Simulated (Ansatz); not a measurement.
# Localised basis functions on twisted h-AlN/h-SiC alternating trilayer, 38.21° (42 atoms)

Aim: test how closely localised support functions follow the reference on twisted h-AlN/h-SiC alternating trilayer, 38.21° (42 atoms), and at what cost. A setting counts as converged where the r.m.s. difference of forces stays under 1 % of the r.m.s. force.

Program: Ansatz 0.2.0. Level of theory: Kohn-Sham DFT, PBE+D3(BJ), PAW (set soft_2), plane waves. Results are calculated unless marked as measured.

### 1. Starting point

The cell holds 42 atoms: 14 Al, 14 N, 7 Si and 7 C. Its edges and angles: a = 8.242 Å, b = 8.242 Å, c = 20.350 Å, α = 90.0°, β = 90.0°, γ = 120.0°. It derives from AlN and SiC. h-AlN (a = 3.13 Å) under h-SiC (a = 3.1 Å), alternating trilayer, commensurate cell of 7 unit cells a layer, twist 38.21 deg, both strained to the mean lattice constant; facing planes 3.16, 3.19 Å apart; 14 Å of vacuum; layers as built, displaced by a Gaussian of 0.01 Å. Regions: layer 1, 14 atoms (7 Al and 7 N); layer 2, 14 atoms (7 Si and 7 C); layer 3, 14 atoms (7 Al and 7 N). Vacuum lies along c.

Structure file:

```xyz
42
Lattice="8.2415 0.0000 0.0000 -4.1208 7.1373 0.0000 0.0000 0.0000 20.3500" Properties=species:S:1:pos:R:3
Al    0.5781    1.7132    6.9947
N     1.7652    0.3671    6.9976
Al   -0.0021    4.7538    6.9998
N     1.1686    3.4138    6.9882
Al    3.5344    0.6608    6.9833
N     0.6074    6.4576    6.9896
Al    2.9506    3.7504    7.0024
N     4.1218    2.3899    7.0000
Al    2.3591    6.7843    6.9978
N     3.5339    5.4257    6.9882
Al    5.8678    2.7122    7.0130
N     7.0567    1.3650    6.9963
Al   -2.9461    5.7859    7.0305
N    -1.7585    4.4057    7.0126
Si    4.7257    0.6818   10.1544
C     4.1261    2.3912   10.1575
Si    2.3668    2.7096   10.1616
C     1.7477    4.4332   10.1538
Si   -2.3497    6.7880   10.1640
C     1.1804    1.3796   10.1620
Si   -0.0042    4.7551   10.1683
C    -0.5707    6.4611   10.1630
Si   -0.5852    1.6941   10.1483
C    -1.1690    3.4016   10.1699
Si    2.9223    5.7625   10.1538
C     6.4592    0.3349   10.1512
Si    5.2920    3.7308   10.1540
C     4.6889    5.4318   10.1669
Al    0.5899    1.7131   13.3468
N     1.7734    0.3150   13.3510
Al    0.0112    4.7413   13.3628
N     1.1608    3.3894   13.3451
Al    3.5264    0.6696   13.3514
N     0.5866    6.4588   13.3573
Al    2.9638    3.7299   13.3413
N     4.1076    2.3712   13.3341
Al    2.3559    6.7897   13.3437
N     3.5270    5.4405   13.3421
Al    5.8832    2.7097   13.3571
N     7.0792    1.3539   13.3524
Al   -2.9440    5.7581   13.3612
N    -1.7573    4.4242   13.3319
```

Before any run, some limits are plain. Beside vacuum, support functions can miss their usual error bounds without a warning.

### 2. Plane-wave single point

The first run uses the default basis; a harder plane-wave run follows as the reference for the support functions.

File input.yaml:

```yaml
crystal:
  lattice:
    - [8.2415, 0.0, 0.0]
    - [-4.12075, 7.13735, 0.0]
    - [0.0, 0.0, 20.35]
  atoms:
    - { symbol: Al, position: [0.19017, 0.24004, 0.34372] }
    - { symbol: "N", position: [0.2399, 0.05143, 0.34386] }
    - { symbol: Al, position: [0.33277, 0.66604, 0.34397] }
    - { symbol: "N", position: [0.38095, 0.4783, 0.3434] }
    [... 32 atom lines left out ...]
    - { symbol: Al, position: [0.7615, 0.95129, 0.65571] }
    - { symbol: "N", position: [0.80909, 0.76226, 0.65563] }
    - { symbol: Al, position: [0.90368, 0.37965, 0.65637] }
    - { symbol: "N", position: [0.95382, 0.18969, 0.65614] }
    - { symbol: Al, position: [0.04616, 0.80675, 0.65657] }
    - { symbol: "N", position: [0.0967, 0.61986, 0.65513] }
kpoints:
  mp_grid: { grid: [3, 3, 1] }
hamiltonian:
  xc: pbe
  dispersion: d3bj
scf:
  occupations: { method: fermi_dirac, width: 0.025 }
output:
  forces: true
  populations: true
  dos:
    method: { smearing: { sigma: 0.08 } }
    de: 0.1
    projected:
      site_lists:
        Al: [Al]
        C: [C]
        "N": ["N"]
        Si: [Si]
        layer_1: [0, 1, 2, 3, 4, 5, 6, 7, 8, 9, 10, 11, 12, 13]
        layer_2: [14, 15, 16, 17, 18, 19, 20, 21, 22, 23, 24, 25, 26, 27]
        layer_3: [28, 29, 30, 31, 32, 33, 34, 35, 36, 37, 38, 39, 40, 41]
  eigenvalues: true
  write_density: true
  write_potential: true
  volumetric_format: npy
  elf: true
```

On the command line:

```console
ansatz run input.yaml --threads 4 --pin off --max-ram 8192MiB --backend cpu --events-out ev --progress --plain --runs-dir out
```

Numbers of over 12 decimals in the logs are rounded to 6 here.

Log:

```text
Engine: ansatz 0.2.0, aarch64-unknown-linux-gnu
Pseudopotentials: kind: paw
Pseudopotential: Al, paw, valence charge 3, recommended cutoff 420 eV (normal), Al.paw.azcp
Pseudopotential: N, paw, valence charge 5, recommended cutoff 420 eV (normal), N.paw.azcp
Pseudopotential: Si, paw, valence charge 4, recommended cutoff 420 eV (normal), Si.paw.azcp
Pseudopotential: C, paw, valence charge 4, recommended cutoff 420 eV (normal), C.paw.azcp
[... 5 lines on functional and potentials left out ...]
Crystal: 42 atoms, lattice volume = 1197.037 Å³
Basis set: ecut = 420 eV, 23439 PW (Γ), exchange–correlation on 120×120×288 points (8 copies of the dense FFT grid, shifted against one another)
Bands: 126, of which v1, the nominal top of the filled ones, is band 84 counted from 1 (83 counted from 0)
Symmetry: 1 space group operations
Space group: P1 (ITA 1), of the structure as read, at distance tolerance 1.1e-4 Å
k-points: 5 of 9 (time reversal used)
[... 9 lines on functional and potentials left out ...]
Initial density: superposition of atomic densities (neutral atoms: chi_scale 0, normalization atom), corrected by the library's trained network
Initial wavefunctions: pseudopotential atomic-orbital guess
Functional: x = pbe(κ = 0.804, μ = 0.219515), c = pbe(β = 0.066725)
SCF iter   1: F=—  HF=-19134.931671 eV  |F-HF|=—  |Δ(HF+E_count)|=         —  Δρ=2.15e-3  dr2=1.49e-1  ethr=1.77e-3  ⟨swp⟩=8.6  Hψ=3701  notcnv=0  defer=107
preconditioner: auto → Resta (q_TF=auto, 1.967 Å⁻¹)  ε∞=2.7  [insulator: Δε(μ)=1.622 eV  Ē_g=10.637 eV  σ=0.025 eV  W_gap=1.00  n_scr=162 (ndim 8)  ℏωp=13.9 eV  f_vac=0.487  D(μ)=0.00/eV (n_scr^D=0)  ε∞_Penn≈2.7  vacuum switching on, ρ_ref=8.2e-3 e/Å³]
SCF iter   2: F=—  HF=-19134.919981 eV  |F-HF|=—  |Δ(HF+E_count)|=   1.17e-2  Δρ=1.18e-3  dr2=1.95e-2  ethr=8.89e-5  ⟨swp⟩=2.4  Hψ=950  notcnv=0  defer=186
SCF iter   3: F=—  HF=-19134.924565 eV  |F-HF|=—  |Δ(HF+E_count)|=   4.58e-3  Δρ=5.63e-4  dr2=4.50e-3  ethr=1.16e-5  ⟨swp⟩=2.6  Hψ=803  notcnv=0  defer=186
SCF iter   4: F=—  HF=-19134.925045 eV  |F-HF|=—  |Δ(HF+E_count)|=   4.80e-4  Δρ=2.02e-4  dr2=5.51e-4  ethr=2.68e-6  ⟨swp⟩=2.0  Hψ=791  notcnv=0  defer=186
SCF iter   5: F=—  HF=-19134.925136 eV  |F-HF|=—  |Δ(HF+E_count)|=   9.09e-5  Δρ=5.69e-5  dr2=3.34e-5  ethr=3.28e-7  ⟨swp⟩=2.0  Hψ=846  notcnv=0  defer=186
SCF iter   6: F=—  HF=-19134.925731 eV  |F-HF|=—  |Δ(HF+E_count)|=   5.95e-4  Δρ=3.38e-5  dr2=1.48e-5  ethr=1.99e-8  ⟨swp⟩=2.0  Hψ=897  notcnv=0  defer=186
SCF iter   7: F=—  HF=-19134.925732 eV  |F-HF|=—  |Δ(HF+E_count)|=   1.31e-6  Δρ=5.68e-6  dr2=4.15e-7  ethr=8.80e-9  ⟨swp⟩=2.0  Hψ=850  notcnv=0  defer=186
SCF iter   8: F=-19134.925732 eV  HF=-19134.925732 eV  |F-HF|=2.50e-8  |Δ(HF+E_count)|=   2.90e-7  Δρ=2.10e-6  dr2=5.09e-8  ethr=5.95e-11  ⟨swp⟩=27.8  Hψ=6931  notcnv=0
SCF 1 converged in 8 iterations: F = -19134.925732 eV  dr2 = 5.09e-8
  greatest PAW one-centre occupation: 0.793 electrons in one spin orbital (limit 2), on the N atom at site 9 (counted from 0), in its partial waves of l = 0
WARN: The output density's exchange-correlation potential varies sharply where the density is thin. Do not read a vacuum level from v_tot or v_xc, or from such a field of the output density. On a cell that repeats whose density bears no net charge and no dipole along the vacuum's axis use v_es (v_loc + v_h of the components); [...]
SCF converged after 8 iterations
Free energy (F): -19134.925732 eV
Harris-Foulkes:  -19134.925732 eV  (|F-HF|=2.50e-8)
Internal energy: -19134.925732 eV  (E = F + TS)
E sigma→0 (E₀):  -19134.925732 eV
Fermi energy:    0.861616 eV
--- Per-component energies (eV) ---
  E_band       = -928.539511
  E_kinetic    = 3112.358510
  E_local      = -49896.486074  (includes V_loc(G=0)·N_el)
  E_nonlocal   = 1153.430021
  E_hartree    = 23661.381978
  E_xc         = -2130.834299
  E_vxc        = -2230.262424  (∫ρ·V_xc dr)
  E_paw        = -12617.402619  (= ΣΔE_a)
  E_vpaw       = -390.352997  (= ΣTr[D̂ρ^β])
  E_aug_tail   = 0.001426  (compensation charges beyond the density's cutoff)
  E_ewald      = 17590.229475
  E_disp       = -7.604150  (pairwise vdW)
  E_smearing   = -0.000000  (= −TS)
  E_closure    = 0.000000  (closes the sum)
  Σ components = -19134.925732   (vs F -19134.925732, Δ=0.00e0)
--- Forces (eV/Å), atoms counted from 1 ---
  atom   1  Al     0.10251577     0.19521061     0.22081507
  atom   2  N     -0.06176666    -0.74829129    -0.10432377
  atom   3  Al     0.00231797     0.34001440    -0.05669469
  atom   4  N      0.44686576    -0.39666217    -0.22293989
  atom   5  Al     0.17895946     0.58086680     0.03534195
  atom   6  N     -0.34576052    -0.17626806    -0.25711731
  atom   7  Al    -0.49648620    -0.50906203    -0.08849760
  atom   8  N     -0.47644052    -0.56619068    -0.41352773
  atom   9  Al     0.17072359     0.39209202     0.20485467
  atom  10  N      0.01477993     0.54790926    -0.06158130
  atom  11  Al     0.47885571     0.19435085    -0.10129324
  atom  12  N      0.13599465    -0.19215482    -0.07604988
  atom  13  Al     0.35284111    -0.15687708     0.13034999
  atom  14  N     -0.52129900     0.48323909    -0.19018822
[...]
atom  41  Al    -0.04556255     0.23973734    -0.32030156
  atom  42  N     -0.21724510    -0.51578586     0.34613189
  max |Σ_I F_I| component: 8.94e-6 eV/Å
--- Band table (eV; the first three rows and the last of 5) ---
  k-point 0: bands = ["-14.4432", "-14.3158", "-13.8161", "-13.2411", [... 110 levels ...], "5.8013", "5.9053", "5.9614", "6.0292", "6.2441", "6.3827", "6.4161", "6.5449", "6.5762", "6.9590", "7.0746", "7.1159"]
[...]
--- Löwdin populations: 42 sites ---
  site symbol       q [e]
     0     Al      1.8540
     1      N      6.0789
     2     Al      1.8632
[...]
41      N      6.0800
  spilling = 0.010267 (of n_electrons = 168.000000)
```

The job ended after 93 s (4 threads of Arm Neoverse N1, shared host; peak memory 3.1 GiB; 5.7 min of CPU time).

Reading the cycles: dr2 is the Hartree energy of the density residual (eV), the measure of convergence; HF is the Harris–Foulkes estimate of the energy, which meets the free energy F at convergence.

The program notes that the exchange-correlation potential is rough where the density is thin.

Numbers from this run:

```yaml
free_energy: -19134.9257 eV
free_energy_per_atom: -455.5935 eV/atom
scf_cycles: 8
r_m_s_force_component: 0.356 eV/Å
longest_force: 1.084 eV/Å
fermi_energy: 0.8616 eV
spacing_of_highest_filled_and_lowest_empty_level: 1.556 eV
potential_in_mid_vacuum_over_the_fermi_level: 3.96 eV
potential_4p5_a_over_the_upper_face: 3.943 eV
potential_4p5_a_under_the_lower_face: 3.979 eV
spilling_of_the_projection: 0.01027
```

The r.m.s. force component of 0.36 eV/Å sets the scale for the differences below.

### 3. Plane waves at 750 eV (750 eV)

The grid of the support functions holds more waves than the default cutoff, so they are judged against a harder plane-wave run.

input.yaml, the sections that differ from step 2:

```yaml
output:
  forces: true
  eigenvalues: true
basis:
  ecutwfc: "750 eV"
# crystal, kpoints, hamiltonian, scf: as in step 2
```

Log:

```text
[...]
Crystal: 42 atoms, lattice volume = 1197.037 Å³
Basis set: ecut = 750 eV, 55939 PW (Γ), exchange–correlation on 150×150×384 points (8 copies of the dense FFT grid, shifted against one another)
Bands: 126, of which v1, the nominal top of the filled ones, is band 84 counted from 1 (83 counted from 0)
Symmetry: 1 space group operations
[...]
k-points: 5 of 9 (time reversal used)
[...]
SCF iter   1: F=—  HF=-19135.034731 eV  |F-HF|=—  |Δ(HF+E_count)|=         —  Δρ=2.18e-3  dr2=1.50e-1  ethr=1.77e-3  ⟨swp⟩=9.0  Hψ=3745  notcnv=0  defer=107
[...]
SCF iter   3: F=—  HF=-19135.024527 eV  |F-HF|=—  |Δ(HF+E_count)|=   4.36e-3  Δρ=5.55e-4  dr2=4.29e-3  ethr=1.17e-5  ⟨swp⟩=2.6  Hψ=815  notcnv=0  defer=41
automatic band count: iteration 3 solves 97 bands in place of 126: the levels show a gap, and the empty bands left out lie too high to hold charge; the band table lists the bands solved (type scf.n_extra_bands for more)
SCF iter   4: F=—  HF=-19135.025029 eV  |F-HF|=—  |Δ(HF+E_count)|=   5.02e-4  Δρ=2.02e-4  dr2=5.51e-4  ethr=2.55e-6  ⟨swp⟩=2.0  Hψ=766  notcnv=0  defer=41
[...]
SCF iter   8: F=-19135.025662 eV  HF=-19135.025662 eV  |F-HF|=2.17e-8  |Δ(HF+E_count)|=   1.97e-7  Δρ=2.16e-6  dr2=5.49e-8  ethr=5.95e-11  ⟨swp⟩=17.8  Hψ=2757  notcnv=0
SCF 1 converged in 8 iterations: F = -19135.025662 eV  dr2 = 5.49e-8
[...]
SCF converged after 8 iterations
Free energy (F): -19135.025662 eV
[...]
Internal energy: -19135.025662 eV  (E = F + TS)
E sigma→0 (E₀):  -19135.025662 eV
Fermi energy:    0.861642 eV
[...]
Σ components = -19135.025662   (vs F -19135.025662, Δ=0.00e0)
--- Forces (eV/Å), atoms counted from 1 ---
  atom   1  Al     0.10250385     0.19519932     0.22079646
  atom   2  N     -0.06169021    -0.74863533    -0.10439837
  atom   3  Al     0.00232954     0.34013615    -0.05681924
  atom   4  N      0.44699945    -0.39693004    -0.22320565
[...]
atom  42  N     -0.21744109    -0.51597102     0.34639421
  max |Σ_I F_I| component: 1.29e-5 eV/Å
--- Band table (eV; the first three rows and the last of 5) ---
[...]
```

Run time: 2.2 min. Hardware: 4 threads; peak memory 5.3 GiB; 7.5 min of CPU time.

Forces differ from the reference by 0.16 meV/Å r.m.s., 0.046 % of their size, well within a tolerance of 1 %; the energy by -2.4 meV/atom. It took 2.2 min and 8 cycles; the reference's time can't be set against it, since the two runs asked for unlike analyses.

### 4. Support functions medium

With localised support functions most steps grow linearly with size, though the diagonalisation grows faster unless the density matrix is cut; this run measures error and cost at this size. The level medium gives here a grid of 48×48×96 points and a radius of 3.87 Å. Besides, the program derives a nominal cutoff of 420 eV for this run, against the reference's 750.

This step: Kohn-Sham DFT, PBE+D3(BJ), PAW (set soft_2), localised support functions (medium) (Ansatz 0.2.0).

input.yaml, the sections that differ from step 3:

```yaml
scf:
  occupations: { method: fermi_dirac, width: 0.025 }
  eigensolver: { kind: { support_functions: { accuracy: medium } } }
  mixing: { beta: 0.4 }
  max_iter: 150
# crystal, kpoints, hamiltonian, output: as in step 3
# basis: removed
```

Log:

```text
Warning: scf.eigensolver.kind.support_functions: disabling space-group detection — the functions' gradient is summed over unrotated k-points, so no spatial operation reduces the k-mesh or symmetrises the density; time reversal is kept, so that k and −k are solved as one point where they differ and the mesh holds both, and exact exchange and, on two spinor components, a DFT+U term hold to it where the run has them: [...]
settings of this run that can trade accuracy for cost: scf.eigensolver.kind.support_functions [...]
[...]
Crystal: 42 atoms, lattice volume = 1197.037 Å³
Basis set: ecut = 420 eV, 23439 PW (Γ), exchange–correlation on 120×120×288 points (8 copies of the dense FFT grid, shifted against one another)
Bands: 101, of which v1, the nominal top of the filled ones, is band 84 counted from 1 (83 counted from 0)
Symmetry: 1 space group operations
k-points: 5 of 9 (time reversal used)
[...]
Eigensolver: Support functions (medium, 48×48×96 points, laid for a spacing of at most 0.212739 Å, radius 3.873205 Å, 32 sites without an atom, 3 species' potentials softened for the grid, 4 wholly corrected for its errors in the mean over positions, 4 with the egg-box correction, energy correction by stochastic trace)
[...]
SCF iter   1: F=—  HF=-19175.544636 eV  |F-HF|=—  |Δ(HF+E_count)|=         —  Δρ=1.14e-1  dr2=2.07e2  ethr=1.00e-1
[...]
SCF iter  15: F=—  HF=-19135.030116 eV  |F-HF|=—  |Δ(HF+E_count)|=   1.23e-8  Δρ=5.90e-6  dr2=8.81e-7  ethr=6.17e-10  κ⁻¹=1.0e0(r=1)
SCF iter  16: F=-19135.030116 eV  HF=-19135.030116 eV  |F-HF|=8.48e-8  |Δ(HF+E_count)|=   3.98e-8  Δρ=2.47e-6  dr2=2.29e-7  ethr=5.24e-10
SCF 1 converged in 16 iterations: F = -19135.034312 eV  dr2 = 2.29e-7
[...]
SCF converged after 16 iterations
Stability not checked: this state was not tested for a lower state beside it, because the mixer in use, unlike msr1, does not test its closes by its own steps (another_mixer; see scf.mixing.algorithm and scf.lower_state_search)
Free energy (F): -19135.034312 eV
[...]
Internal energy: -19135.034312 eV  (E = F + TS)
E sigma→0 (E₀):  -19135.034312 eV
Fermi energy:    0.861898 eV
[...]
Σ components = -19135.034312   (vs F -19135.034312, Δ=0.00e0)
--- Forces (eV/Å), atoms counted from 1 ---
  atom   1  Al     0.10249368     0.19532614     0.22112847
  atom   2  N     -0.06168813    -0.74872203    -0.10479351
  atom   3  Al     0.00246524     0.34008330    -0.05666938
  atom   4  N      0.44696011    -0.39682113    -0.22356138
[...]
atom  42  N     -0.21754043    -0.51592618     0.34682398
  max |Σ_I F_I| component: 1.13e-3 eV/Å
--- Band table (eV; the first three rows and the last of 5) ---
[...]
```

It took 5.2 min on 4 threads; peak memory 2.7 GiB; 14 min of CPU time.

The program notes that the band table was not solved further than the SCF left it and it switched symmetry off.

Keys that differ from the reference: basis.ecutwfc removed, support_functions.accuracy = "medium", scf.max_iter = 150 and scf.mixing.beta = 0.4.

Forces differ from the reference by 0.19 meV/Å r.m.s., 0.054 % of their size, well within a tolerance of 1 %; the energy by -0.21 meV/atom. It took 2.4 times the reference's time (shared host, so rough). The two runs also began from different starting densities, which bears on cycles and time.

### 5. Support functions low

The level low is asked for. Here it resolves to the same grid and radius as in the run with support functions medium, so the basis is not new. Besides, the program derives a nominal cutoff of 420 eV for this run, against the reference's 750.

This step: Kohn-Sham DFT, PBE+D3(BJ), PAW (set soft_2), localised support functions (low) (Ansatz 0.2.0).

input.yaml, the sections that differ from step 4:

```yaml
scf:
  occupations: { method: fermi_dirac, width: 0.025 }
  eigensolver: { kind: { support_functions: { accuracy: low } } }
  mixing: { beta: 0.4 }
  max_iter: 150
# crystal, kpoints, hamiltonian, output: as in step 4
```

Log:

```text
[...]
Crystal: 42 atoms, lattice volume = 1197.037 Å³
Basis set: ecut = 420 eV, 23439 PW (Γ), exchange–correlation on 120×120×288 points (8 copies of the dense FFT grid, shifted against one another)
Bands: 101, of which v1, the nominal top of the filled ones, is band 84 counted from 1 (83 counted from 0)
Symmetry: 1 space group operations
k-points: 5 of 9 (time reversal used)
[...]
Eigensolver: Support functions (low, 48×48×96 points, laid for a spacing of at most 0.212739 Å, radius 3.873205 Å, 32 sites without an atom, 3 species' potentials softened for the grid, 4 wholly corrected for its errors in the mean over positions, 4 with the egg-box correction, energy correction by stochastic trace)
[...]
SCF iter   1: F=—  HF=-19175.545767 eV  |F-HF|=—  |Δ(HF+E_count)|=         —  Δρ=1.14e-1  dr2=2.07e2  ethr=1.00e-1
[...]
SCF iter  12: F=—  HF=-19135.029181 eV  |F-HF|=—  |Δ(HF+E_count)|=   5.01e-4  Δρ=2.60e-5  dr2=1.15e-5  ethr=2.44e-8  κ⁻¹=4.2e-6(r=7)
SCF iter  13: F=-19135.029570 eV  HF=-19135.029569 eV  |F-HF|=4.39e-7  |Δ(HF+E_count)|=   3.88e-4  Δρ=9.98e-6  dr2=1.04e-6  ethr=6.86e-9
SCF 1 converged in 13 iterations: F = -19135.034310 eV  dr2 = 1.04e-6
[...]
SCF converged after 13 iterations
[...]
Free energy (F): -19135.034310 eV
[...]
Internal energy: -19135.034310 eV  (E = F + TS)
E sigma→0 (E₀):  -19135.034310 eV
Fermi energy:    0.861560 eV
[...]
Σ components = -19135.034310   (vs F -19135.034310, Δ=0.00e0)
--- Forces (eV/Å), atoms counted from 1 ---
  atom   1  Al     0.10251066     0.19528895     0.22125479
  atom   2  N     -0.06164384    -0.74860449    -0.10469038
  atom   3  Al     0.00250310     0.34003406    -0.05643856
  atom   4  N      0.44673701    -0.39667221    -0.22347975
[...]
atom  42  N     -0.21746863    -0.51569404     0.34662118
  max |Σ_I F_I| component: 1.48e-3 eV/Å
--- Band table (eV; the first three rows and the last of 5) ---
[...]
```

Elapsed: 4.4 min, on 4 threads; peak memory 2.6 GiB.

Keys that differ from the reference: basis.ecutwfc removed, support_functions.accuracy = "low", scf.max_iter = 150 and scf.mixing.beta = 0.4.

Forces differ from the reference by 0.23 meV/Å r.m.s., 0.066 % of their size, well within a tolerance of 1 %; the energy by -0.21 meV/atom. It took 2.0 times the reference's time (shared host, so rough). The two runs also began from different starting densities, which bears on cycles and time.

(Part 1 of 3 ends here.)

[Logs are printed without paths, hosts, clocks, repeated set-up lines and the standing remarks that a program may print on its own settings, such as how far it seeks lower states.]

[Hosts, paths, dates, database ids (printed as entryN), source tags and the programs' standing remarks are cut or masked in the printed files.]
